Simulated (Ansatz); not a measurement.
# LiRe in the B2 ordering: lattice stability ahead of a resistivity run, part 2 of 2

Question: is the lattice of LiRe in the B2 ordering stable, and if so, what are its coupling constant and resistivity?

Ansatz 0.2.0; DFT PBE, scalar-relativistic, plane waves, PAW.

So far. Step 2 (Rough relaxation): The largest force is now zero by symmetry and the largest stress component 0.056 GPa. Step 3 (Relaxation): The largest force is now zero by symmetry and the largest stress component 2.0e-5 GPa, small enough for phonons. The relaxed cell has a = 2.913 Å (conventional setting).

The structure was built from a prototype and need not be the compound's stable phase.

### 4. Phonons: q 2×2×2, k 6×6×6

Couplings are defined for a stable lattice alone, so phonons come first.

The input, input.yaml:

```yaml
crystal:
  lattice:
    - [2.9133772489, 0.0, 0.0]
    - [0.0, 2.9133772489, 0.0]
    - [0.0, 0.0, 2.9133772489]
  atoms:
    - { symbol: Li, position: [0.0, 0.0, 0.0] }
    - { symbol: Re, position: [0.5, 0.5, 0.5] }
kpoints:
  mp_grid: { grid: [6, 6, 6] }
hamiltonian:
  xc: pbe
scf:
  occupations: { method: methfessel_paxton, width: 0.2 }
output:
  eigenvalues: true
phonons:
  method: dfpt
  qmesh: [2, 2, 2]
  temperatures: { t_max: 1000, t_step: 50 }
  qpath:
    path:
      - [[0.0, 0.0, 0.0], [0.0, 0.5, 0.0], [0.5, 0.5, 0.0], [0.0, 0.0, 0.0], [0.5, 0.5, 0.5], [0.0, 0.5, 0.0]]
      - [[0.5, 0.5, 0.5], [0.5, 0.5, 0.0]]
    npoints: 10
```

The run is started by

```
> ansatz run input.yaml --threads 4 --pin off --max-ram 8192MiB --backend cpu --events-out ev --progress --plain --runs-dir out
```

Numbers of over 12 decimals in the logs are rounded to 6 here.

Log:

```text
[...]
Crystal: 2 atoms, lattice volume = 24.728 Å³
Basis set: ecut = 420 eV, 461 PW (Γ), exchange–correlation on 40×40×40 points (8 copies of the dense FFT grid, shifted against one another)
Bands: 13, of which v1, the nominal top of the filled ones, is band 9 counted from 1 (8 counted from 0)
Symmetry: 48 space group operations
k-points: 20 of 216
[...]
SCF iter   1: F=—  HF=-11070.791308 eV  |F-HF|=—  |Δ(HF+E_count)|=         —  Δρ=1.08e-2  dr2=1.51e-2  ethr=1.77e-3  ⟨swp⟩=4.9  Hψ=1233  notcnv=0
[...]
SCF iter   7: F=-11070.788190 eV  HF=-11070.788190 eV  |F-HF|=3.64e-12  |Δ(HF+E_count)|=  2.29e-10  S|Δr|=    0.00e0  Δρ=2.39e-7  dr2=5.97e-12  ethr=1.00e-12  ⟨swp⟩=3.6  Hψ=1193  notcnv=0
SCF 1 converged in 7 iterations: F = -11070.788190 eV  dr2 = 5.97e-12
[...]
SCF iter   1: F=—  HF=-11070.788190 eV  |F-HF|=—  |Δ(HF+E_count)|=         —  Δρ=3.53e-7  dr2=2.28e-11  ethr=6.64e-9  ⟨swp⟩=3.3  Hψ=2072  notcnv=0
eigensolver tolerance schedule: the retry pair's looser diagonalisation over-reported the residual by 52473.07 of it (diagonalisation noise at 0.13 of the residual, at the tolerance the schedule requests for it); recorded, not acted on — ethr = c·dr2/N_el stays at c = 1.0e-1
[...]
SCF iter   2: F=—  HF=-11070.788190 eV  |F-HF|=—  |Δ(HF+E_count)|=   1.05e-9  S|Δr|=    0.00e0  Δρ=2.14e-7  dr2=1.09e-11  ethr=1.00e-12  ⟨swp⟩=2.5  Hψ=466  notcnv=0
SCF iter   3: F=-11070.788190 eV  HF=-11070.788190 eV  |F-HF|=0.00e0  |Δ(HF+E_count)|=    0.00e0  S|Δr|=    0.00e0  Δρ=1.17e-7  dr2=1.46e-12  ethr=1.00e-12  ⟨swp⟩=3.0  Hψ=748  notcnv=0
SCF 2 converged in 3 iterations: F = -11070.788190 eV  dr2 = 1.46e-12
phonons: the bands overlap, so this run is a metal and interpolates without the dipole-dipole term. If the crystal is really an insulator or semiconductor, its LO-TO splitting is missing
NSCF: frozen V_eff on 20 k-points
[...]
DFPT response loops at q = (0, 0, 0) (fractional): preconditioner auto → Kerker (q_TF=auto, 2.588 Å⁻¹) (partly filled bands, converged f_vac=0.000); β = 1.00, the filter's whole step (`scf.mixing.beta` (0.50) is not read by the response loops under this deck's `scf.mixing.preconditioner`; to damp them name `kerker` or `kerker_dos`, under which they read `scf.mixing.beta`, and type it under 1.00, their step now; both keys bind the ground state too); Broyden in place of MSR1
[...]
SCF converged after 7 iterations
Stability not checked: this state was not tested for a lower state beside it, because cold or Methfessel-Paxton smearing, or corrected tetrahedra, fill the levels in a way that the test cannot read (fill_not_monotonic; see scf.lower_state_search)
Free energy (F): -11070.788190 eV
[...]
Internal energy: -11070.790512 eV  (E = F + TS)
E sigma→0 (E₀):  -11070.788771 eV
Entropy (-TS):   0.002322 eV (1.161 meV/atom)
Fermi energy:    15.698247 eV
[...]
--- Band table (eV; the first three rows and the last of 20) ---
  k-point 0: bands = [... 5 lower, 8.1573, 11.9553, 11.9553, 17.4225, 17.4225, 17.4225, 23.9359, 23.9359]
  k-point 1: bands = [... 5 lower, 8.6280, 12.1167, 12.4173, 16.5962, 16.5962, 17.4846, 22.7512, 25.2431]
  k-point 2: bands = [... 5 lower, 9.4345, 12.4664, 13.8398, 15.3997, 15.3997, 17.6118, 20.8944, 27.7783]
  k-point 19: bands = [... 5 lower, 11.5039, 11.5039, 11.5039, 19.3239, 19.3239, 22.2380, 22.2380, 22.2380]
--- Phonons (Γ-DFPT): 2 representative perturbations + reference (Σ response iterations 6) ---
  ASR residual: 4.913e-6 → 0.000e0 eV/Å²; symmetrization residual: 5.394e-7 eV/Å²
  ASR residual per site (eV/Å²): 4.91e-6 3.98e-6
  Γ frequencies (cm⁻¹): 0.00 0.00 0.00 566.62 566.62 566.62
--- Phonons (arbitrary-q DFPT): 4 irreducible q on the 2×2×2 mesh ---
  q = [0.0000, 0.0000, 0.0000] (star 1, of the zone-centre solve; hermiticity 1.37e-7, symmetrization 7.99e-14): -0.00 -0.00 0.00 566.62 566.62 566.62
  q = [0.0000, 0.0000, -0.5000] (star 3, 4 solved perturbations in 208 linear systems a pass and spin channel, the states on 64 of 216 k-point pairs; hermiticity 1.19e-7, symmetrization 5.41e-8): -151.73 67.20 67.20 521.97 521.97 543.80
[...]
q = [-0.5000, -0.5000, -0.5000] (star 1, 2 solved perturbations on 40 of 216 k-point pairs; hermiticity 6.69e-9, symmetrization 3.34e-9): 45.28 45.28 45.28 546.06 546.06 546.06
  sum rule: each row above includes the acoustic sum rule's correction from the zone centre's row sums; it moved no ω² by more than (0.44 cm⁻¹)²
  mesh force constants: q→R imaginary residual 3.47e-17; ASR residual 4.913e-6 → 0.000e0 eV/Å²; symmetrization residual 6.217e-15 eV/Å²
  interpolated dispersion: 62 rows × 6 modes
  density of states and harmonic sums: on the 22×22×22 q-mesh, interpolated from the force constants of a 2×2×2 supercell (no non-analytic term)
  largest difference from the sums on the solved wave vectors: F 7.54e-2 eV, S 1.17e-4 and C_V 4.13e-5 eV/K
  zero-point energy: 0.105428 eV/cell   skipped modes (ω ≤ 0): 699, of them read as no rigid motion or as one in doubt: 696 (1.979e0 modes/cell left out, lowest -151.73 cm⁻¹)   left out of the sums: 3.30e-1 of the cell's modes: C_V's classical limit lies that fraction below 3 k_B per atom; for a crystal, a wire or a layer, F and S can be off by more, and a phonons.interpolated_qmesh denser along its periods is the remedy for the sampling
```

Wall time 5.7 s (4 threads of Arm Neoverse V2, shared host); peak memory 0.39 GiB.

In the SCF lines HF is the Harris–Foulkes energy and dr2 the Hartree energy of the density residual, in eV; the loop may stop once dr2 is under the threshold and the program's other checks hold. Hψ counts applications of the Hamiltonian.

Numbers from this step:

- share of imaginary modes in the plain interpolation between solved wavevectors: 0.3246
- highest frequency, solved or plainly interpolated: 566.6 cm⁻¹

Solved on the 2×2×2 mesh alone; all other wavevectors are interpolated. Phonon branches along the path, in cm⁻¹:

```
    point  branch 1  branch 2  branch 3  branch 4  branch 5  branch 6
        Γ         0         0         0       567       567       567
  halfway      -107        43        43       545       545       555
        X      -152        67        67       522       522       544
  halfway      -150       -93        69       543       545       556
        M      -145      -145        71       564       566       566
  halfway      -127       -62        58       544       544       556
        Γ         0         0         0       567       567       567
  halfway       -88       -88       -59       548       552       552
        R        45        45        45       546       546       546
  halfway      -127       -77        30       547       553       556
        X      -152        67        67       522       522       544
jump to R        45        45        45       546       546       546
  halfway       -99       -99        60       555       557       557
        M      -145      -145        71       564       566       566
```

The phonon branches as a text plot (rows in cm⁻¹):

```
    552 |********************************************************
    522 |     *****                                   ****
    492 |
    462 |
    432 |
    402 |
    372 |
    342 |
    312 |
    282 |
    252 |
    222 |
    192 |
    163 |
    133 |
    103 |
     73 |      **************                          ***   ****
     43 |   ***              ***    ***      ****** ****  ***
     13 |***                   *****   *     *     *
    -17 |*        *                *        *    *
    -47 | *                  **  *  *   *  **    **   *    *
    -77 |  *       *       **  **    *******      ****      *
   -107 |   *       *     *   *                    *         *
   -137 |    *****************                      ******    ***
         Γ      X      M          Γ            R        X|R     M
```

Lowest modes at the softest wavevector of the mesh. The modes at q = (0.000, 0.000, 0.500) (shares of kinetic energy by element, %) (negative means imaginary):

```
mode  frequency (cm⁻¹)  Li %  Re %
   1            -151.7     0   100
   2              67.2     0   100
   3              67.2     0   100
   4             522.0   100     0
   5             522.0   100     0
   6             543.8   100     0
```

Displacements in mode 1 (-151.7 cm⁻¹), the largest set to 1, in the home cell:
```
Li1 0.00 0.00 0.00
Re2 0.00 0.00 1.00
```

Displacements in mode 4 (522.0 cm⁻¹), the largest set to 1, in the home cell:
```
Li1 0.00 1.00 0.00
Re2 0.00 0.00 0.00
```

Among the solved wavevectors the lowest mode, translations apart, is -152 cm⁻¹, imaginary.

### 5. Phonons by linear response: q 2×2×2, k 8×8×8

An imaginary mode on so few k-points may come from the sampling, so the phonons are repeated with another k mesh.

Changes to input.yaml since step 4:

```diff
@@ -9,3 +9,3 @@
 kpoints:
-  mp_grid: { grid: [6, 6, 6] }
+  mp_grid: { grid: [8, 8, 8] }
 hamiltonian:
```

The mesh is denser.

Log:

```text
[...]
Crystal: 2 atoms, lattice volume = 24.728 Å³
Basis set: ecut = 420 eV, 461 PW (Γ), exchange–correlation on 40×40×40 points (8 copies of the dense FFT grid, shifted against one another)
Bands: 13, of which v1, the nominal top of the filled ones, is band 9 counted from 1 (8 counted from 0)
Symmetry: 48 space group operations
k-points: 35 of 512
[...]
SCF iter   1: F=—  HF=-11070.859973 eV  |F-HF|=—  |Δ(HF+E_count)|=         —  Δρ=3.52e-3  dr2=1.56e-3  ethr=1.77e-3  ⟨swp⟩=5.0  Hψ=2178  notcnv=0
[...]
SCF iter   7: F=-11070.860053 eV  HF=-11070.860053 eV  |F-HF|=1.82e-12  |Δ(HF+E_count)|=  5.46e-12  S|Δr|=    0.00e0  Δρ=1.98e-7  dr2=2.54e-12  ethr=1.00e-12  ⟨swp⟩=4.5  Hψ=2121  notcnv=0
SCF 1 converged in 7 iterations: F = -11070.860053 eV  dr2 = 2.54e-12
[...]
SCF iter   2: F=-11070.860053 eV  HF=-11070.860053 eV  |F-HF|=9.09e-12  |Δ(HF+E_count)|=   2.05e-9  S|Δr|=    0.00e0  Δρ=1.59e-7  dr2=7.82e-12  ethr=1.00e-12  ⟨swp⟩=5.4  Hψ=1801  notcnv=0
SCF 2 converged in 2 iterations: F = -11070.860053 eV  dr2 = 7.82e-12
[...]
SCF converged after 7 iterations
[...]
Free energy (F): -11070.860053 eV
[...]
Internal energy: -11070.857002 eV  (E = F + TS)
E sigma→0 (E₀):  -11070.859290 eV
Entropy (-TS):   -0.003051 eV (-1.525 meV/atom)
Fermi energy:    15.448222 eV
[...]
--- Band table (eV; the first three rows and the last of 35) ---
  k-point 0: bands = [... 5 lower, 8.1565, 11.9383, 11.9383, 17.3652, 17.3652, 17.3652, 23.9288, 23.9288]
  k-point 1: bands = [... 5 lower, 8.4363, 12.0316, 12.1937, 16.8568, 16.8568, 17.4012, 23.1943, 24.7079]
  k-point 2: bands = [... 5 lower, 9.0545, 12.2687, 13.0102, 15.9000, 15.9000, 17.4896, 21.7676, 26.4890]
  k-point 34: bands = [... 5 lower, 11.4771, 11.4771, 11.4771, 19.2793, 19.2793, 22.2381, 22.2381, 22.2381]
[...]
ASR residual: 5.132e-5 → 0.000e0 eV/Å²; symmetrization residual: 8.476e-7 eV/Å²
  ASR residual per site (eV/Å²): 1.17e-5 5.13e-5
  Γ frequencies (cm⁻¹): 0.00 0.00 0.00 562.89 562.89 562.89
--- Phonons (arbitrary-q DFPT): 4 irreducible q on the 2×2×2 mesh ---
[...]
interpolated dispersion: 62 rows × 6 modes
[...]
```

Wall time 9 s (4 threads); peak memory 0.44 GiB.

This step gave:

| Quantity | Value |
| --- | --- |
| share of imaginary modes in the plain interpolation between solved wavevectors | 0.2682 |
| highest frequency, solved or plainly interpolated | 572.3 cm⁻¹ |

Solved on the 2×2×2 mesh alone; all other wavevectors are interpolated. Phonon branches along the path, in cm⁻¹:

| point | branch 1 | branch 2 | branch 3 | branch 4 | branch 5 | branch 6 |
| --- | --- | --- | --- | --- | --- | --- |
| Γ | 0 | 0 | 0 | 563 | 563 | 563 |
| halfway | -84 | 75 | 75 | 542 | 542 | 556 |
| X | -119 | 110 | 110 | 520 | 520 | 549 |
| halfway | -134 | -69 | 126 | 540 | 547 | 561 |
| M | -143 | -143 | 140 | 560 | 572 | 572 |
| halfway | -112 | 25 | 104 | 541 | 546 | 557 |
| Γ | 0 | 0 | 0 | 563 | 563 | 563 |
| halfway | -60 | -60 | 25 | 548 | 552 | 552 |
| R | -51 | -51 | -51 | 541 | 541 | 541 |
| halfway | -122 | -45 | 76 | 545 | 552 | 559 |
| X | -119 | 110 | 110 | 520 | 520 | 549 |
| jump to R | -51 | -51 | -51 | 541 | 541 | 541 |
| halfway | -109 | -109 | 93 | 551 | 557 | 557 |
| M | -143 | -143 | 140 | 560 | 572 | 572 |

The phonon branches as a text plot (rows in cm⁻¹):

```
    557 |*************************************   ********* ******
    528 |   ********         *                ***    ******
    498 |
    468 |
    438 |
    408 |
    378 |
    349 |
    319 |
    289 |
    259 |
    229 |
    200 |
    170 |
    140 |           *******                                    **
    110 |     ******       ***                        ****    *
     80 |   **    *           **    ****            ****    **
     51 |  *                  ***  *               *       *
     21 |**        *         *   *      *         *  *
     -9 |*                        **
    -39 | **                    **  ***     ******  *     *
    -69 |                  **  *       *******  ****      **
    -99 |   ***     *     *  **                   **        **
   -128 |      **************                       ******    ***
         Γ      X      M          Γ            R        X|R     M
```

Lowest modes at the softest wavevector of the mesh. The modes at q = (0.000, 0.500, 0.500) (shares of kinetic energy by element, %) (negative means imaginary):

```
mode  frequency (cm⁻¹)  Li %  Re %
   1            -143.3     4    96
   2            -143.3     4    96
   3             140.5     0   100
   4             560.2   100     0
   5             572.3    96     4
   6             572.3    96     4
```

Displacements in mode 2 (-143.3 cm⁻¹), the largest set to 1, in the home cell:
```
Li1  0.00 -1.00  0.45
Re2  0.00  0.42 -0.93
```

Displacements in mode 6 (572.3 cm⁻¹), the largest set to 1, in the home cell:
```
Li1  0.00  1.00 -0.05
Re2  0.00  0.00 -0.04
```

The modes has structure finer than the step of the table below, so its rows give means over 20 cm⁻¹, whole bins alone (the curve runs from -153 to 599 cm⁻¹). Peaks (cm⁻¹: height): Li 551.8: 0.111; Re -124.6: 0.0265, 102.4: 0.0166.

Phonopy on the run's constants, 19x19x19 mesh, Gaussian sigma 5.4 cm⁻¹. Modes against wavenumber; means over each step; values in 1/cm⁻¹/cell:

```
wavenumber (cm⁻¹)       Li       Re
             -140   3.3e-4   0.0100
             -120   6.3e-4   0.0239
             -100   4.3e-4   0.0166
              -80   2.7e-4   0.0122
              -60   1.7e-4  0.00860
              -40   6.6e-5  0.00400
              -20   4.2e-5  0.00270
                0   1.5e-5   8.5e-4
               20   6.7e-5  0.00438
               40   9.5e-5  0.00682
               60   1.3e-4   0.0110
               80   1.4e-4   0.0151
              100   9.0e-5   0.0162
              120   2.3e-5   0.0117
              140   2.0e-7  0.00317
              160        0   1.8e-5
              180        0        0
              200        0        0
              220        0        0
              240        0        0
              260        0        0
              280        0        0
              300        0        0
              320        0        0
              340        0        0
              360        0        0
              380        0        0
              400        0        0
              420        0        0
              440        0        0
              460        0        0
              480        0        0
              500   3.6e-5        0
              520  0.00695   3.8e-5
              540   0.0631   6.7e-4
              560   0.0734  0.00165
              580  0.00394   1.3e-4
```

No LO-TO term; unit eigenvectors of the mass-weighted matrix. The modes at Γ (shares of kinetic energy by element, %):

```csv
mode,frequency (cm⁻¹),symmetry,Li %,Re %
1,0.0,T1u,4,96
2,0.0,T1u,4,96
3,0.0,T1u,4,96
4,562.9,T1u,96,4
5,562.9,T1u,96,4
6,562.9,T1u,96,4
```

Displacements in mode 4 (562.9 cm⁻¹), the largest set to 1:
```
Li1  0.00  1.00  0.05
Re2  0.00 -0.04  0.00
```

Among the solved wavevectors the lowest mode, translations apart, is -143 cm⁻¹, imaginary.

### 6. Summary of results

- phonon run of the rows without a label of their own: PBE, q 2×2×2, k 8×8×8
- softest mode on the q mesh: -143 cm⁻¹ at q = (0, 0.5, 0.5)
- highest frequency, solved or plainly interpolated: 572 cm⁻¹

**Reading.** The lattice is dynamically unstable at this level: a mode at q = (0, 0.5, 0.5) is imaginary, 143i cm⁻¹, so no harmonic coupling constant or resistivity is defined for this structure. These meshes are coarse, and single modes of a metal can move by tens of cm⁻¹ with the k mesh. Spin–orbit coupling, left out here, matters for Re. The structure was built by hand as an ordered model, and its stability against other phases was not tested.

[Logs are printed without paths, hosts, clocks, repeated set-up lines and the standing remarks that a program may print on its own settings, such as how far it seeks lower states.]

[Hosts, paths, dates, database ids (printed as entryN), source tags and the programs' standing remarks are cut or masked in the printed files.]
